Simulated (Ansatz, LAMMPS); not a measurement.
# Forces and charges in Li+ BF4- in ethylene carbonate and dimethyl sulfoxide and propylene carbonate at 440 K (188 atoms), part 2 of 2

Aim: energy, forces, charges and density of states of Li+ BF4- in ethylene carbonate and dimethyl sulfoxide and propylene carbonate at 440 K (188 atoms) at a fixed geometry.

Ansatz 0.2.0; Kohn-Sham DFT, r2SCAN+D3(BJ), PAW (set soft_2), plane waves.

The cell: 44 C, 34 O, 76 H, 4 S, 5 B, 20 F and 5 Li. The network of contacts between molecules at the start is that of the classical potential that made the cell. The density was typed from a rule of thumb and may lie off the real one at this temperature. Only the Γ point is sampled, in a cell whose shortest periodic width is 14 Å.

So far. Step 3 (Plane-wave single point): Between -26 and -18 eV lie 106 more states.

## Step 3: Plane-wave single point (continued)

Valence density in the ab plane at fractional z = 0.091, with atoms of O and C and H and F and B and Li within 0.2 Å of it. It is the smooth field of the valence electrons, not physical close to the nuclei.

Ten steps, logarithmic in the rise over the least value, from '0' (0.00 × 1e0 e/Å³) to '9' (9.09 × 1e0 e/Å³), each cell a mean:
```
00000000000000000012110000001245555320
00000000122100001357642000011234443210
00000012577531002479863100113443211000
00000013798741001357652100124653100000
00000002466531110123321110013542100000
00000000122111110000100000000110000000
00000000000000000000000000000000000000
00011000000000000000000000000000000000
01122100000000000000000000000000000000
01122100013442100000000000000000000000
00011100136996200001111000000000000000
00015751137996310012442100000000000000
23226872013442100012333210000001221001
78742310000000000001234431000135764224
89852000000000000001122321000147986446
56521001110000000000000100000024555444
21111122321000000000000000000001235653
10124455532100000000000000000000258984
10135666642100000000000000000000146763
00012456542001234310000000000000012211
00001234542112578741000000000000000000
00111124564212588741000000000112110000
01111112453101344320000000000133332100
00110000110000001000000000001245554310
```
Columns run along a (13.5 Å), rows up along b (13.5 Å). Atoms in or near the plane, at fractional coordinates: O at (0.51, 0.89), C at (0.19, 0.22), H at (0.24, 0.08), O at (0.42, 0.11), O at (0.26, 0.85), H at (0.77, 0.83), F at (0.31, 0.53), B at (0.94, 0.36), F at (0.03, 0.40), Li at (0.14, 0.48).

Electrostatic potential energy in the ab plane at fractional z = 0.091, with atoms of O and C and H and F and B and Li within 0.2 Å of it. With pseudopotentials it is smooth inside the atoms' cores, unlike the true potential.

Ten even steps from '0' (-38 eV) to '9' (6 eV), each cell a mean:
```
99999999999999999999999999999850004899
99999999999999999974589999999875457999
99999999733799999820059999998888889999
99999999300389999962379999997258999999
99999999744789999988889999998468999999
99999999999999999999999999999999999999
99999999999999999999999999999999999999
99999999999999999999999999999999999999
99999999999999999999999999999999999999
99999999999899999999999999999999999999
99998889995115999999889999999999999999
99985347994005999998568999999999999999
99873137899889999999888899999999999999
32487678999999999999888568999997458888
00179999999999999999998779999993013123
66799999999999999999999999999998662003
89999998899999999999999999999999985247
99987742479999999999999999999999970018
99985400058999999999999999999999985369
99998843479999998999999999999999999999
99999876688999721499999999999999999999
99999987526999610389999999999999999999
99999999746999987899999999999987678999
99999999999999999999999999999862015899
```
Columns run along a (13.5 Å; values clipped at the 3rd and 97th percentile), rows up along b (13.5 Å). Atoms in or near the plane, at fractional coordinates: O at (0.51, 0.89), C at (0.19, 0.22), H at (0.24, 0.08), O at (0.42, 0.11), O at (0.26, 0.85), H at (0.77, 0.83), F at (0.31, 0.53), B at (0.94, 0.36), F at (0.03, 0.40), Li at (0.14, 0.48).

Mean Löwdin charges: B +0.95, C +0.00, F -0.41, H +0.21, Li +0.79, O -0.39 e (they miss 1.3 % of the electrons, so they add up to more than the cell's charge).

## Step 4: Structure statistics

Bonds and neighbours are counted at the geometry of the runs.

Density 1.17 g/cm³, 13.15 Å³ an atom.

g(r), total and by pair (bins of 0.2 Å):

```
r (Å)  total   H-H    H-C   H-O   H-F   H-B  H-Li
 1.00   2.10  0.00  11.05  0.00  0.00  0.00  0.00
 1.20   1.84  0.00   7.55  0.00  0.00  0.00  0.00
 1.40   1.98  0.00   0.00  0.00  0.00  0.00  0.00
 1.60   0.27  0.39   0.00  0.00  0.00  0.00  0.00
 1.80   1.15  5.55   0.00  0.00  0.00  0.00  0.00
 2.00   0.75  0.25   0.90  2.71  0.00  0.00  0.00
 2.20   1.52  0.42   2.77  0.41  0.25  0.00  0.00
 2.40   0.93  1.46   0.15  0.51  0.69  0.00  0.00
 2.60   0.67  0.90   0.51  1.15  1.16  0.00  0.00
 2.80   0.80  1.05   1.11  1.20  0.91  0.67  0.00
 3.00   0.89  0.98   1.02  1.31  1.29  1.14  0.57
 3.20   0.87  0.64   0.58  1.19  1.08  0.99  1.02
 3.40   0.83  0.81   0.88  0.89  0.84  1.33  1.12
 3.60   0.86  0.70   0.84  0.94  0.79  1.38  0.61
 3.80   0.85  1.10   0.78  0.77  0.72  1.25  1.40
 4.00   0.93  0.80   0.85  0.90  1.01  2.29  0.81
 4.20   0.89  0.95   0.53  1.04  1.02  0.59  1.32
 4.40   1.00  1.00   0.77  1.04  1.07  0.93  1.20
 4.60   1.00  0.82   1.04  0.93  1.19  0.85  1.46
 4.80   1.06  0.99   0.96  1.04  1.48  0.56  1.23
 5.00   0.98  0.76   1.03  0.93  1.09  1.34  1.15
 5.20   1.06  0.96   1.05  0.93  1.17  1.24  1.24
 5.40   0.98  1.02   0.92  0.77  1.26  0.89  0.89
 5.60   1.10  0.93   0.95  1.15  0.80  1.23  1.81
 5.80   1.06  1.07   1.02  1.01  1.05  1.08  1.07
 6.00   0.96  1.07   0.91  1.05  0.95  1.08  0.94
 6.20   1.08  1.01   1.15  1.18  0.91  1.41  1.01
 6.40   1.01  0.95   1.10  0.81  1.20  1.07  1.14
```

Local excerpt of 10 atoms (numbers count through the whole input) about S150, one of the 4 S atoms; x, y, z are measured from there.

```
atom      x      y      z  distance (Å)  Löwdin charge (e)     Fx     Fy  Fz (eV/Å)
S150   0.00   0.00   0.00          0.00               1.20  -0.28   3.18       0.24
O152  -0.09  -1.32  -0.69          1.49              -0.79   0.24  -0.59       1.10
C149   1.68   0.71  -0.06          1.83              -0.58   0.62   0.58      -2.48
C151   0.06  -0.04   1.84          1.84              -0.57  -0.22  -1.59       0.37
H157   0.89  -0.73   2.06          2.36               0.20  -0.27   0.66       0.33
H153   2.31   0.14   0.58          2.39               0.21   0.74  -0.68       0.14
H156  -0.85  -0.54   2.20          2.42               0.21  -0.08  -0.01      -0.19
H154   2.06   0.75  -1.15          2.48               0.20  -0.61  -0.73       1.66
H155   1.82   1.76   0.25          2.54               0.23  -1.00  -0.28       0.35
H158   0.07   0.93   2.39          2.57               0.23   0.54  -0.51      -1.21
```

## Step 5: Summary of results

| Property | Result |
| --- | --- |
| free energy per atom | -283.2938 eV/atom |
| pressure | 0.2758 GPa |
| r.m.s. force component | 1.153 eV/Å |
| gap (highest filled to lowest empty level) | 4.54 eV |
| wall time of the 1 DFT run | 62 s |

Between filled and empty levels lie 4.54 eV (at Γ alone); a semilocal functional tends to put such gaps too low. In a disordered cell it changes from sample to sample and from frame to frame.

What to keep in mind: The force components of 1.2 eV/Å r.m.s. reflect the temperature of the frame as well as the gap between the generating potential and DFT, above all in bond lengths inside molecules. The pressure of a single frame lacks the kinetic term.

[Logs are printed without paths, hosts, clocks, repeated set-up lines and the standing remarks that a program may print on its own settings, such as how far it seeks lower states.]

[Hosts, paths, dates, database ids (printed as entryN), source tags and the programs' standing remarks are cut or masked in the printed files.]
